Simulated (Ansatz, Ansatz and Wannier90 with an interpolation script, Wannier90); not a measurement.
# PbBrF (P4/nmm): quasiparticle bands by Wannier interpolation, part 2 of 2

Aim: the G0W0 bands of PbBrF (P4/nmm) along the symmetry lines, with the gap off the mesh.

Ansatz 0.2.0; LDA, Wannier functions and G0W0, plane waves, PAW. Known limits of the many-body steps: not at the basis limit; no spin-orbit coupling; coarse k mesh.

So far. Step 4 (Wannier functions by Wannier90 (Br:4p F:2p Pb:6p) on …): Near the gap the model misses directly solved bands by 0.7 meV r.m.s. and by 6 meV at most in the window tested. This tests the starting bands, not the corrections carried with them. Step 5 (G0W0 at every point of the mesh: 4×4×2 mesh, 498 empty …): The gap on the mesh goes from 2.37 eV to 3.85 eV, a correction of +1.47 eV.

The database entry behind the starting cell is an old determination (1932), so it need not match the best structure at ambient conditions.

**6. Interpolating the corrections (continued)**

Second differences of levels solved directly at the displaced points, plus the interpolated correction, at the quasiparticle band edges; no spin-orbit coupling; left empty where the band is flat or the interpolated correction rules the curvature. Effective masses, by row:

| carrier | point | Cartesian direction | band | LDA mass (m_e) | G0W0 mass (m_e) |
| --- | --- | --- | --- | --- | --- |
| hole | Z | 100 | 28 | 1.007 | 0.986 |
| hole | Z | 010 | 28 | 1.006 | 0.985 |
| hole | Z | 001 | 28 | 0.732 | 0.751 |
| hole | Z | 110 | 28 | 1.005 | 0.985 |
| hole | Z | 111 | 28 | 0.895 | 0.892 |
| electron | Z | 100 | 29 | 0.45 | 0.438 |
| electron | Z | 010 | 29 | 0.45 | 0.438 |
| electron | Z | 001 | 29 | 0.302 | 0.285 |
| electron | Z | 110 | 29 | 0.45 | 0.438 |
| electron | Z | 111 | 29 | 0.387 | 0.371 |

Corrections by starting level (eV, on the run's own energy scale, so only their differences matter):

| start | correction |
| --- | --- |
| -4.49 | −0.80 |
| -4.25 | −0.81 |
| -3.58 | −0.82 |
| -3.19 | −0.82 |
| -2.91 | −0.78 |
| -2.55 | −0.75 |
| -1.90 | −0.79 |
| -1.32 | −0.84 |
| -0.90 | −0.84 |
| -0.64 | −0.79 |
| -0.36 | −0.79 |
| 2.37 | +0.69 |
| 3.92 | +0.77 |
| 4.71 | +0.85 |
| 5.09 | +0.84 |
| 5.73 | +0.88 |
| 6.18 | +0.94 |

**7. LDA+SOC bands, for comparison**

The many-body steps leave out spin-orbit coupling, so its effect is taken from a two-component run, with twice the bands.

This step: DFT, LDA with spin-orbit coupling, plane waves, PAW.

input.yaml reads:

```yaml
crystal:
  lattice:
    - [4.18, 0.0, 0.0]
    - [0.0, 4.18, 0.0]
    - [0.0, 0.0, 7.59]
  atoms:
    - { symbol: Pb, position: [0.0, 0.5, 0.195] }
    - { symbol: Pb, position: [0.5, 0.0, 0.805] }
    - { symbol: Br, position: [0.0, 0.5, 0.65] }
    - { symbol: Br, position: [0.5, 0.0, 0.35] }
    - { symbol: F, position: [0.5, 0.5, 0.0] }
    - { symbol: F, position: [0.0, 0.0, 0.0] }
kpoints:
  mp_grid: { grid: [4, 4, 2] }
  band_path:
    path:
      - [[0.0, 0.0, 0.0], [0.0, 0.5, 0.0], [0.5, 0.5, 0.0], [0.0, 0.0, 0.0], [0.0, 0.0, 0.5], [0.0, 0.5, 0.5], [0.5, 0.5, 0.5], [0.0, 0.0, 0.5]]
      - [[0.0, 0.5, 0.0], [0.0, 0.5, 0.5]]
      - [[0.5, 0.5, 0.0], [0.5, 0.5, 0.5]]
    npoints: 10
hamiltonian:
  xc: lda
scf:
  occupations: { method: fermi_dirac, width: 0.02 }
  n_extra_bands: 12
magnetization:
  noncollinear: true
  spin_orbit: true
output:
  eigenvalues: true
  forces: true
  stress: true
```

Launch:

```console
$ ansatz run input.yaml --threads 8 --pin off --max-ram 18432MiB --backend cpu --events-out ev --progress --plain --runs-dir out
```

Wall time 38 s (8 threads of Arm Neoverse N1, shared host); peak memory 1.6 GiB.

This step gave:

```
pressure             : -3.765 GPa
filled bands         : 56
gap                  : 2.066 eV
valence top at       : Z
conduction bottom at : Z
least direct gap     : 2.066 eV
```

The gap stands −0.31 eV against LDA.

**8. HSE06 bands, for comparison**

This step: DFT, HSE06, plane waves, PAW.

Changes to input.yaml since step 7:

```diff
@@ -21,12 +21,7 @@
 hamiltonian:
-  xc: lda
+  xc: hse06
 scf:
-  occupations: { method: fermi_dirac, width: 0.02 }
-  n_extra_bands: 12
-magnetization:
-  noncollinear: true
-  spin_orbit: true
+  occupations: { method: fixed }
+  n_extra_bands: 6
 output:
   eigenvalues: true
-  forces: true
-  stress: true
```

Wall time 5.5 min (8 threads); peak memory 2 GiB; 38 min of CPU time.

This step gave:

* filled bands: 28
* gap: 3.564 eV
* valence top at: Z
* conduction bottom at: Z
* least direct gap: 3.564 eV

The gap stands +1.19 eV against LDA.

Electronic bands along the path, in eV, zero at the top of the highest nominally filled band:

| point | band 25 | band 26 | band 27 | band 28 | band 29 | band 30 | band 31 | band 32 |
| --- | --- | --- | --- | --- | --- | --- | --- | --- |
| Γ | -1.74 | -1.09 | -1.09 | -0.34 | 4.66 | 5.65 | 7.08 | 7.08 |
| halfway | -1.17 | -0.96 | -0.57 | -0.26 | 5.09 | 5.77 | 5.97 | 6.27 |
| X | -1.02 | -1.02 | -0.30 | -0.30 | 4.91 | 4.91 | 5.94 | 5.94 |
| halfway | -1.16 | -1.16 | -0.99 | -0.99 | 5.52 | 5.52 | 5.97 | 5.97 |
| M | -1.58 | -1.58 | -0.90 | -0.90 | 5.39 | 5.39 | 6.41 | 6.41 |
| halfway | -1.36 | -0.66 | -0.63 | -0.56 | 5.15 | 5.85 | 6.06 | 6.38 |
| Γ | -1.74 | -1.09 | -1.09 | -0.34 | 4.66 | 5.65 | 7.08 | 7.08 |
| halfway | -1.84 | -0.99 | -0.99 | -0.17 | 4.04 | 5.56 | 7.16 | 7.16 |
| Z | -1.75 | -0.91 | -0.91 | 0.00 | 3.56 | 5.33 | 7.30 | 7.30 |
| halfway | -1.46 | -0.86 | -0.47 | -0.36 | 4.54 | 5.00 | 6.25 | 6.60 |
| R | -1.03 | -1.03 | -0.35 | -0.35 | 4.70 | 4.70 | 5.98 | 5.98 |
| halfway | -1.36 | -1.36 | -0.86 | -0.86 | 4.71 | 4.71 | 6.52 | 6.52 |
| A | -2.24 | -2.24 | -1.27 | -1.27 | 5.84 | 5.84 | 6.11 | 6.11 |
| halfway | -1.52 | -0.84 | -0.68 | -0.48 | 4.31 | 5.93 | 6.12 | 6.19 |
| Z | -1.75 | -0.91 | -0.91 | 0.00 | 3.56 | 5.33 | 7.30 | 7.30 |
| jump to X | -1.02 | -1.02 | -0.30 | -0.30 | 4.91 | 4.91 | 5.94 | 5.94 |
| halfway | -1.03 | -1.03 | -0.32 | -0.32 | 4.80 | 4.80 | 5.96 | 5.96 |
| R | -1.03 | -1.03 | -0.35 | -0.35 | 4.70 | 4.70 | 5.98 | 5.98 |
| jump to M | -1.58 | -1.58 | -0.90 | -0.90 | 5.39 | 5.39 | 6.41 | 6.41 |
| halfway | -1.82 | -1.82 | -1.07 | -1.07 | 5.60 | 5.60 | 6.25 | 6.25 |
| A | -2.24 | -2.24 | -1.27 | -1.27 | 5.84 | 5.84 | 6.11 | 6.11 |

**9. Outcome**

| Item | Value |
| --- | --- |
| LDA gap | 2.37 eV |
| G0W0 gap over the zone | 3.85 eV, direct |
| least direct G0W0 gap, in the model | 3.85 eV |
| with the spin-orbit change | 3.54 eV |
| GW settings | 4×4×2 mesh, 498 empty bands, screening to 140 eV |
| known limits | not at the basis limit; no spin-orbit coupling; coarse k mesh |

What this shows: The Wannier model follows the LDA bands to under 1 meV r.m.s. near the gap. The G0W0 gap over the zone is 3.85 eV, direct, from Z to Z; on the mesh alone it is 3.85 eV, nearly the same. The valence width in the model goes from 4.54 eV to 4.54 eV. At the band edge the lightest electron mass is 0.30 m_e at the start and 0.28 m_e in G0W0; the G0W0 masses rest on corrections from the 4×4×2 mesh alone and are rough. With a spin-orbit change this large the edge states differ, so these masses aren't the crystal's. LDA+SOC gives a gap of 2.07 eV on the same path, a spin-orbit change of −0.31 eV that would bring the G0W0 gap to 3.54 eV. HSE06 gives a gap of 3.56 eV on the same path. Bands and cutoff are finite, so the gap is not at the basis limit. The miss can reach some tenths of an eV and take either sign; the mesh is an error of its own. Above the frozen window of the model the interpolated levels need not meet the computed ones, even at points of the mesh. The 4×4×2 mesh is coarse for this cell (its supercell is 15 Å along the shortest edge). The RPA ε∞ on it, from the LDA start, is 4.74 and 5.58; such meshes misread the long-range screening, most where the gap is narrow. Where an edge is built on 6p states of lead, bismuth or thallium, scalar-relativistic gaps usually stand too wide, by a few tenths to over one eV.

[Paths, hosts, dates, memory and timing lines, banners, echoed tables and standing remarks are left out of the program output.]

[Logs are printed without paths, hosts, clocks, repeated set-up lines and the standing remarks that a program may print on its own settings, such as how far it seeks lower states.]

[Runs of the session that timed out or met a known fault of the program may be left out.]

[Hosts, paths, dates, database ids (printed as entryN), source tags and the programs' standing remarks are cut or masked in the printed files.]
